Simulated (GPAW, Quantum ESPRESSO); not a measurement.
# Near-edge structure at the F K edge of ScF3 (Pm-3m)

Aim: the near-edge shape at the F K edge of ScF3 (Pm-3m), and what the core hole does to it.

Main program and level: GPAW 26.7.0; X-ray absorption from dipole matrix elements to empty bands, plane-wave PAW LDA.

An experiment to compare with: “Electronic Structure and Core Spectroscopy of Scandium Fluoride Polymorphs” (2023, pmc:10015455). X-ray absorption near-edge spectra of a scandium fluoride powder were measured at the Sc and F K-edges with synchrotron radiation. They were compared with first-principles spectra of six polymorphs to identify the phases present and the origin of the absorption maxima. It reports F K-edge features by XANES at the F K-edge (synchrotron) on commercial powder, measured in vacuum; possible admixture of trigonal phase; the values are set beside the results at the end.

## 1. Set-up

The structure is cubic, space group Pm-3m (No. 221). The conventional cell has a = 4.012 Å, b = 4.012 Å, c = 4.012 Å, α = 90.00°, β = 90.00°, γ = 90.00°. Sc has 6 F at 2.01 Å nearest. Nearest to F lie 2 Sc at 2.01 Å. Farther neighbours and most contacts between anions are not listed.

Coordinates:

```xyz
4
Lattice="4.0125 0.0000 0.0000 0.0000 4.0125 0.0000 0.0000 0.0000 4.0125" Properties=species:S:1:pos:R:3 pbc="T T T"
Sc    0.0000    0.0000    0.0000
F     0.0000    0.0000    2.0062
F     0.0000    2.0062    0.0000
F     2.0062    0.0000    0.0000
```

## 2. Ground state of the crystal

A plain self-consistent run shows whether there is a gap, which decides the set-up of the core-hole run.

scf.py

```python
import numpy as np
from ase import Atoms
from ase.parallel import parprint, paropen
from gpaw import GPAW, PW, FermiDirac, Mixer, MixerDif, setup_paths
from gpaw.test import gen
setup_paths.insert(0, '.')
gen('F', name='nch1s', xcname='LDA', corehole=(1, 0, 0), write_xml=True)
from gpaw.mpi import world
world.barrier()

atoms = Atoms('ScF3',
    cell=[[4.01245, 0, 0],
     [0, 4.01245, 0],
     [0, 0, 4.01245]],
    scaled_positions=[[0, 0, 0],
     [0, 0, 0.5],
     [0, 0.5, 0],
     [0.5, 0, 0]],
    pbc=True)
atoms.calc = calc = GPAW(legacy_gpaw=True, mode=PW(500, force_complex_dtype=True), xc='LDA', setups={1: 'nch1s'},
    kpts={'size': (6, 6, 6), 'gamma': True}, occupations=FermiDirac(0.05),
    charge=0, mixer=Mixer(0.1, 5, 50), maxiter=150,
    convergence={'density': 0.0001, 'eigenstates': 1e-6}, txt='scf.txt')
energy = atoms.get_potential_energy() + calc.get_reference_energy()
ef = calc.get_fermi_level()
out = dict(energy=energy, fermi=ef, forces=atoms.get_forces().tolist())
parprint(f'all-electron energy {energy:.4f} eV, Fermi level {ef:.4f} eV')
ev = np.array([[calc.get_eigenvalues(k, s) for k in range(len(calc.get_ibz_k_points()))] for s in range(calc.get_number_of_spins())])
out['homo'], out['lumo'], out['counts'] = ev[ev < ef].max(), ev[ev > ef].min(), sorted(set((ev < ef).sum((0, 2)).tolist()))
out['filled'] = (ev[:, 0] < ef).sum(1).tolist()
import json
with paropen('out.json', 'w') as f:
    json.dump(out, f)
```

On the command line:

```bash
$ OMP_NUM_THREADS=1 mpirun -n 4 gpaw python scf.py
```

Numbers of over 12 decimals in the logs are rounded to 6 here.

What it wrote:

```text
Input parameters:
  convergence: {density: 0.0001,
                eigenstates: 1e-06}
  kpts: {gamma: True,
         size: (6, 6, 6)}
  maxiter: 150
  mixer: {backend: pulay,
          beta: 0.1,
          method: separate,
          nmaxold: 5,
          weight: 50}
  mode: {ecut: 500.0,
         force_complex_dtype: True,
         name: pw}
  occupations: {fixmagmom: False,
                name: fermi-dirac,
                width: 0.05}
  setups: {1: nch1s}

Initialize ...

[... PAW data sets ...]

Reference energy: -28838.504586  # eV

Spin-paired calculation

[... convergence settings ...]
Symmetries present (total): 16
  [... symmetry matrices ...]

216 k-points: 6 x 6 x 6 Monkhorst-Pack grid + [1/12,1/12,1/12]
40 k-points in the irreducible part of the Brillouin zone
       k-points in crystal coordinates                weights
   0:     0.00000000    0.00000000    0.00000000          1/216
   1:     0.00000000    0.00000000    0.16666667          2/216
   2:     0.00000000    0.00000000    0.33333333          2/216
   3:     0.00000000    0.00000000    0.50000000          1/216
   4:     0.16666667    0.00000000    0.00000000          4/216
   5:     0.16666667    0.00000000    0.16666667          8/216
   6:     0.16666667    0.00000000    0.33333333          8/216
   7:     0.16666667    0.00000000    0.50000000          4/216
   8:     0.16666667    0.16666667    0.00000000          4/216
   9:     0.16666667    0.16666667    0.16666667          8/216
          ...
  39:     0.50000000    0.50000000    0.50000000          1/216

Wave functions: Plane wave expansion
  Cutoff energy: 500.000 eV
  Number of coefficients (min, max): 1614, 1662
  Pulay-stress correction: 0.000000 eV/Ang^3 (de/decut=0.000000)
  Using FFTW library
  Wavefunction extrapolation:
    Improved wavefunction reuse through dual PAW basis

Occupation numbers: Fermi-Dirac:
  width: 0.0500  # eV

Eigensolver
   Davidson(niter=2)

Densities:
  Coarse grid: 21*21*21 grid
  Fine grid: 42*42*42 grid
  Total Charge: 0.000000

Density mixing:
  Method: separate
  Backend: pulay
  Linear mixing parameter: 0.1
  old densities: 5
  Width of damping distribution: 1.1
  Damping of long wavelength oscillations: 50

[... Hamiltonian set-up ...]
Number of atoms: 4
Number of atomic orbitals: 25
Number of bands in calculation: 24
Number of valence electrons: 32
Bands to converge: occupied

... initialized

Initializing position-dependent things.

Density initialized from atomic densities
Creating initial wave functions:
  24 bands from LCAO basis set

Positions:
   0 Sc     0.000000    0.000000    0.000000    ( 0.0000,  0.0000,  0.0000)
   1 F      0.000000    0.000000    2.006225    ( 0.0000,  0.0000,  0.0000)
   2 F      0.000000    2.006225    0.000000    ( 0.0000,  0.0000,  0.0000)
   3 F      2.006225    0.000000    0.000000    ( 0.0000,  0.0000,  0.0000)

Unit cell:
           periodic     x           y           z      points  spacing
  1. axis:    yes    4.012450    0.000000    0.000000    21     0.1911
  2. axis:    yes    0.000000    4.012450    0.000000    21     0.1911
  3. axis:    yes    0.000000    0.000000    4.012450    21     0.1911

  Lengths:   4.012450   4.012450   4.012450
  Angles:   90.000000  90.000000  90.000000

Effective grid spacing dv^(1/3) = 0.1911

iter:   1   -29.739327
iter:   2   -28.771187   -0.80  -1.15
iter:   3   -27.742023   -0.60  -1.24
iter:   4   -27.754091   -1.32  -1.49
iter:   5   -27.732231   -1.81  -1.65
iter:   6   -27.732274   -2.05  -2.59
iter:   7   -27.736114c  -3.04  -2.78
iter:   8   -27.732159c  -2.68  -2.63
iter:   9   -27.732164c  -3.62  -3.12
iter:  10   -27.732157c  -4.60  -3.19
iter:  11   -27.732110c  -4.64  -3.24
iter:  12   -27.732162c  -4.68  -3.42
iter:  13   -27.732086c  -4.80  -3.42
iter:  14   -27.732087c  -5.53  -4.33c
iter:  15   -27.732087c  -6.03c -4.41c

Converged after 15 iterations.

Dipole moment: (-0.000000, -0.000000, -0.000000) |e|*Ang

Energy contributions relative to reference atoms: (reference = -28838.504586)

Kinetic:        +24.137602
Potential:      -28.829913
External:        +0.000000
XC:             -23.726365
Entropy (-ST):   -0.000000
Local:           +0.686589
SIC:             +0.000000
--------------------------
Free energy:    -27.732087
Extrapolated:   -27.732087

Showing only first 2 kpts
 Kpt  Band  Eigenvalues  Occupancy
  0    14     -3.16754    2.00000
  0    15     -3.16745    2.00000
  0    16      3.57219    0.00000
  0    17      3.57220    0.00000

  1    14     -3.18298    2.00000
  1    15     -3.18298    2.00000
  1    16      3.58236    0.00000
  1    17      3.80345    0.00000

Fermi level: -0.25430

Gap: 6.197 eV
Transition (v -> c):
  (s=0, k=35, n=15, [0.50, 0.33, 0.50]) -> (s=0, k=0, n=16, [0.00, 0.00, 0.00])
Direct/indirect transitions are different
Direct gap: 6.740 eV
Transition at: (s=0, k=0, n=15, [0.00, 0.00, 0.00])

Forces in eV/Ang:
  0 Sc    0.00000    0.00000    0.00000
  1 F     0.00000    0.00000    0.00000
  2 F    -0.00000    0.00000    0.00000
  3 F    -0.00000   -0.00000    0.00000
Scalar-relativistic atomic LDA calculation for F (Fluorine, Z=9)
Core hole in 1s state (1s occupation: 2.0)
300 radial gridpoints.
|------------------------------------------------|
|------------------------------------------------|
[... the atom generator's iteration count ...]

Energy contributions:
-------------------------
Kinetic:      +98.924702
XC:            -9.628727
Potential:   -188.480882
-------------------------
Total:        -99.184907

state      eigenvalue         ekin         rmax
-----------------------------------------------
1s^2.0 :   -24.213779    36.855229        0.115
2s^2.0 :    -1.089490     4.159703        0.767
2p^5.0 :    -0.415007     3.378968        0.703
-----------------------------------------------
(units: Bohr and Hartree)

Generating PAW setup
Kinetic energy of the core from tauc = 73.784289
Cutoffs:
rc(s)=1.200
rc(p)=1.200
rc(d)=1.200
rc(vbar)=1.080
rc(comp)=1.200
rc(nct)=1.200

Kinetic energy of the core states: 73.710458
Charge: 0.0
Core electrons: 2.0
Valence electrons: 7.0
Pseudo-core charge: 0.000387
Shape function alpha=6.944
Pseudo-electron charge 6.013308
state    eigenvalue         norm
--------------------------------
2s(2) :    -1.089490     1.062936
*s    :    -0.089490
2p(5) :    -0.415007     0.777410
*p    :     0.584993
*d    :     0.000000
--------------------------------

Diagonalizing with gridspacing h=0.050

state   all-electron     PAW
-------------------------------
2s:      -1.089490    -1.091166
2p:      -0.415007    -0.417133
*d:                    0.051257
*f:                    0.077758
-------------------------------
all-electron energy -28866.2367 eV, Fermi level -0.2543 eV
```

It took 8.4 s on 4 MPI ranks of Intel Xeon Platinum 8488C (Sapphire Rapids), shared host; peak memory 0.19 GiB.

The mesh shows a gap of 6.20 eV, so the hole is first treated in a charged cell, without the excited electron.

## 3. Spectrum without a core hole, F atom 2

Without a hole the spectrum is the empty density of states of the right symmetry on the absorber, weighted by matrix elements. It needs only the small cell and serves as the baseline. The data set with a hole of occupation 0 only carries the core orbital.

The absorber has 2 Sc at 2.01 Å (linear, site symmetry 4/mmm).

xas.py

```python
import numpy as np
from ase import Atoms
from ase.parallel import parprint, paropen
from gpaw import GPAW, PW, FermiDirac, Mixer, MixerDif, setup_paths
from gpaw.test import gen
setup_paths.insert(0, '.')
gen('F', name='nch1s', xcname='LDA', corehole=(1, 0, 0), write_xml=True)
from gpaw.mpi import world
world.barrier()

atoms = Atoms('ScF3',
    cell=[[4.01245, 0, 0],
     [0, 4.01245, 0],
     [0, 0, 4.01245]],
    scaled_positions=[[0, 0, 0],
     [0, 0, 0.5],
     [0, 0.5, 0],
     [0.5, 0, 0]],
    pbc=True)
atoms.calc = calc = GPAW(legacy_gpaw=True, mode=PW(500, force_complex_dtype=True), xc='LDA', setups={1: 'nch1s'},
    kpts={'size': (6, 6, 6), 'gamma': True}, occupations=FermiDirac(0.02),
    charge=0, mixer=Mixer(0.1, 5, 50), maxiter=150,
    convergence={'density': 0.0001, 'eigenstates': 1e-6}, txt='scf.txt')
energy = atoms.get_potential_energy() + calc.get_reference_energy()
ef = calc.get_fermi_level()
out = dict(energy=energy, fermi=ef, forces=atoms.get_forces().tolist())
parprint(f'all-electron energy {energy:.4f} eV, Fermi level {ef:.4f} eV')
ev = np.array([[calc.get_eigenvalues(k, s) for k in range(len(calc.get_ibz_k_points()))] for s in range(calc.get_number_of_spins())])
out['homo'], out['lumo'], out['counts'] = ev[ev < ef].max(), ev[ev > ef].min(), sorted(set((ev < ef).sum((0, 2)).tolist()))
out['filled'] = (ev[:, 0] < ef).sum(1).tolist()

from ase.units import Ha
from gpaw.xas import dipole_matrix_elements
nb = int(calc.get_number_of_electrons() / 2) + 47
top, nb = nb, nb + 8 + nb // 12
nscf = calc.fixed_density(kpts={'size': (6, 6, 6), 'gamma': True}, nbands=nb,
    convergence={'bands': top, 'eigenstates': 5e-3}, maxiter=60, txt='nscf.txt')
cell = atoms.cell.array
ops = [cell.T @ U.T @ np.linalg.inv(cell.T) for U in nscf.wfs.kd.symmetry.op_scc]
filled = [16]  # bands filled in the ground state, by spin
E = np.arange(-25, 34, 0.1)
fwhm = np.interp(E, [4, 25], [0.9, 3.5])
Y, X, zero, highest = 0, 0, 1e9, 1e9
for spin in range(nscf.get_number_of_spins()):
    wfs = nscf.wfs
    mine = wfs.bd.get_slice()  # this rank's bands
    A = dipole_matrix_elements(wfs.setups[1])
    eps = np.zeros((wfs.kd.nibzkpts, nb))
    d = np.zeros((3, A.shape[1], wfs.kd.nibzkpts, nb), complex)
    for kpt in wfs.kpt_u:
        if kpt.s == spin and 1 in kpt.P_ani:
            eps[kpt.k, mine] = kpt.eps_n * Ha
            d[:, :, kpt.k, mine] = (kpt.weight * wfs.nspins / 2) ** 0.5 * np.inner(A, kpt.P_ani[1])
    world.sum(eps)
    world.sum(d)
    T = np.einsum('amkn,bmkn->abkn', d, d.conj()).real
    T = sum(np.einsum('ai,ijkn,bj->abkn', R, T, R) for R in ops) / len(ops)
    empty = np.ones_like(eps, bool) & (np.arange(nb) >= filled[spin])
    zero, highest = min(zero, eps[empty].min()), min(highest, eps[:, top - 1].min())
    lines = [(eps, T, empty)] if spin == 0 else lines + [(eps, T, empty)]
for eps, T, empty in lines:
    f = np.einsum('aakn->akn', T).reshape(3, -1)
    x = eps.ravel() - zero
    w = np.interp(x, E, fwhm) / 2.35482
    g = np.exp(-0.5 * ((E[:, None] - x) / w) ** 2) / (w * (2 * np.pi) ** 0.5)
    Y = Y + (f * empty.ravel()) @ g.T
    X = X + (f * ~empty.ravel()) @ g.T
out.update(E=E.round(2).tolist(), xas=Y.tolist(), xes=X.tolist(), zero=zero, valid=highest - zero, nk=len(eps), nb=nb)
for i in range(0, len(E), 10):
    parprint(f'{E[i]:7.2f}', *(f'{v:10.3e}' for v in Y[:, i]))
import json
with paropen('out.json', 'w') as f:
    json.dump(out, f)
```

On the command line:

```bash
$ OMP_NUM_THREADS=1 mpirun -n 4 gpaw python xas.py
```

What it wrote:

```text
Input parameters:
  convergence: {density: 0.0001,
                eigenstates: 1e-06}
  kpts: {gamma: True,
         size: (6, 6, 6)}
  maxiter: 150
  mixer: {backend: pulay,
          beta: 0.1,
          method: separate,
          nmaxold: 5,
          weight: 50}
  mode: {ecut: 500.0,
         force_complex_dtype: True,
         name: pw}
  occupations: {fixmagmom: False,
                name: fermi-dirac,
[...]
*p    :     0.584993
*d    :     0.000000
--------------------------------

Diagonalizing with gridspacing h=0.050

state   all-electron     PAW
-------------------------------
2s:      -1.089490    -1.091166
2p:      -0.415007    -0.417133
*d:                    0.051257
*f:                    0.077758
-------------------------------
all-electron energy -28866.2367 eV, Fermi level -0.2543 eV
[...]
32.00  5.586e-05  5.586e-05  7.007e-05
  33.00  5.221e-05  5.221e-05  8.507e-05
[key lines of the parts left out:]
Converged after 15 iterations.
Dipole moment: (-0.000000, -0.000000, -0.000000) |e|*Ang
Free energy:    -27.732087
Fermi level: -0.25430
```

Elapsed: 18 s, on 4 MPI ranks; peak memory 0.25 GiB.

The F K spectrum, F atom 2, no core hole (energy from the lowest empty level; intensity scaled to a mean of 1 over the first 20 eV):

```csv
E (eV),intensity
-2.0,0.00
-1.0,0.00
0.0,0.28
1.0,2.10
2.0,0.63
3.0,0.90
4.0,1.76
5.0,0.65
6.0,0.57
7.0,0.82
8.0,0.73
9.0,1.04
10.0,1.36
11.0,1.79
12.0,1.60
13.0,1.05
14.0,0.61
15.0,0.54
16.0,0.59
17.0,0.62
18.0,0.80
19.0,1.06
20.0,1.12
21.0,0.88
22.0,0.57
23.0,0.39
24.0,0.35
25.0,0.40
26.0,0.51
27.0,0.66
28.0,0.81
29.0,0.94
30.0,1.08
31.0,1.21
32.0,1.31
```

Main maxima below 24 eV (height): 1.1 eV (2.11), 4.0 eV (1.76), 7.0 eV (0.82), 11.2 eV (1.82) and 19.7 eV (1.14). A K edge sees empty p states; the first features are F p mixed into the empty d states of the Sc neighbours, and the broad ones above probably into the cations' higher empty bands.

The same matrix elements for filled bands give the F K emission of F atom 2 (ground-state approximation; energy from the lowest empty level, largest value 1):

```csv
E (eV),emission
-24.00,0.00
-23.25,0.00
-22.50,0.00
-21.75,0.00
-21.00,0.00
-20.25,0.00
-19.50,0.00
-18.75,0.00
-18.00,0.00
-17.25,0.00
-16.50,0.00
-15.75,0.00
-15.00,0.00
-14.25,0.00
-13.50,0.00
-12.75,0.00
-12.00,0.00
-11.25,0.00
-10.50,0.00
-9.75,0.08
-9.00,0.41
-8.25,0.70
-7.50,0.81
-6.75,0.98
-6.00,0.28
-5.25,0.01
-4.50,0.00
-3.75,0.00
-3.00,0.00
-2.25,0.00
-1.50,0.00
-0.75,0.00
0.00,0.00
0.75,0.00
1.50,0.00
2.25,0.00
3.00,0.00
```

Emission maxima: -6.8 eV (1.00).

## 4. Reference energy of the supercell

The photon energy needs a difference of total energies, so the cell and mesh of the coming hole run are first run without a hole.

Edit scf.py of step 2 so:

```diff
@@ -10,13 +10,17 @@
 
-atoms = Atoms('ScF3',
-    cell=[[4.01245, 0, 0],
-     [0, 4.01245, 0],
-     [0, 0, 4.01245]],
+atoms = Atoms('Sc2F6',
+    cell=[[4.01245, 0, 4.01245],
+     [0, 4.01245, 4.01245],
+     [-4.01245, 0, 4.01245]],
     scaled_positions=[[0, 0, 0],
-     [0, 0, 0.5],
-     [0, 0.5, 0],
-     [0.5, 0, 0]],
+     [0.5, 0, 0.5],
+     [0.25, 0, 0.25],
+     [0.75, 0, 0.75],
+     [0.75, 0.5, 0.75],
+     [0.25, 0.5, 0.25],
+     [0.25, 0, 0.75],
+     [0.75, 0, 0.25]],
     pbc=True)
-atoms.calc = calc = GPAW(legacy_gpaw=True, mode=PW(500, force_complex_dtype=True), xc='LDA', setups={1: 'nch1s'},
-    kpts={'size': (6, 6, 6), 'gamma': True}, occupations=FermiDirac(0.05),
+atoms.calc = calc = GPAW(legacy_gpaw=True, mode=PW(500, force_complex_dtype=True), xc='LDA', setups={2: 'nch1s'},
+    kpts={'size': (5, 5, 5), 'gamma': True}, occupations=FermiDirac(0.02),
     charge=0, mixer=Mixer(0.1, 5, 50), maxiter=150,
```

On the command line:

```bash
$ OMP_NUM_THREADS=1 mpirun -n 4 gpaw python scf.py
```

What it wrote:

```text
Input parameters:
  convergence: {density: 0.0001,
                eigenstates: 1e-06}
  kpts: {gamma: True,
         size: (5, 5, 5)}
  maxiter: 150
  mixer: {backend: pulay,
          beta: 0.1,
          method: separate,
          nmaxold: 5,
          weight: 50}
  mode: {ecut: 500.0,
         force_complex_dtype: True,
         name: pw}
  occupations: {fixmagmom: False,
                name: fermi-dirac,
[...]
2s(2) :    -1.089490     1.062936
*s    :    -0.089490
2p(5) :    -0.415007     0.777410
*p    :     0.584993
*d    :     0.000000
--------------------------------

Diagonalizing with gridspacing h=0.050

state   all-electron     PAW
-------------------------------
2s:      -1.089490    -1.091166
2p:      -0.415007    -0.417133
*d:                    0.051257
*f:                    0.077758
-------------------------------
all-electron energy -57732.4683 eV, Fermi level -0.2559 eV
[key lines of the parts left out:]
Converged after 16 iterations.
Dipole moment: (-0.000000, 0.000000, -0.000000) |e|*Ang
Free energy:    -55.459157
Fermi level: -0.25590
```

Wall time 16 s (4 MPI ranks); peak memory 0.24 GiB; 64 s of CPU time.

Reference energy: -57732.468 eV with the cores included.

(Continued in part 2 of 2.)

[Banner, clock and machine lines of the logs are left out without a mark of their own.]

[Logs are printed without paths, hosts, clocks, repeated set-up lines and the standing remarks that a program may print on its own settings, such as how far it seeks lower states.]

[Hosts, paths, dates, database ids (printed as entryN), source tags and the programs' standing remarks are cut or masked in the printed files.]

[Lists of maxima count a maximum above −3 eV only where it reaches 4 % of the highest in the window and stands out from its surroundings by 2 % of it (1.5 % where it reaches 55 %); shoulders and weaker maxima are passed over, and of the rest the first, up to two pre-edge ones and the few strongest are named.]
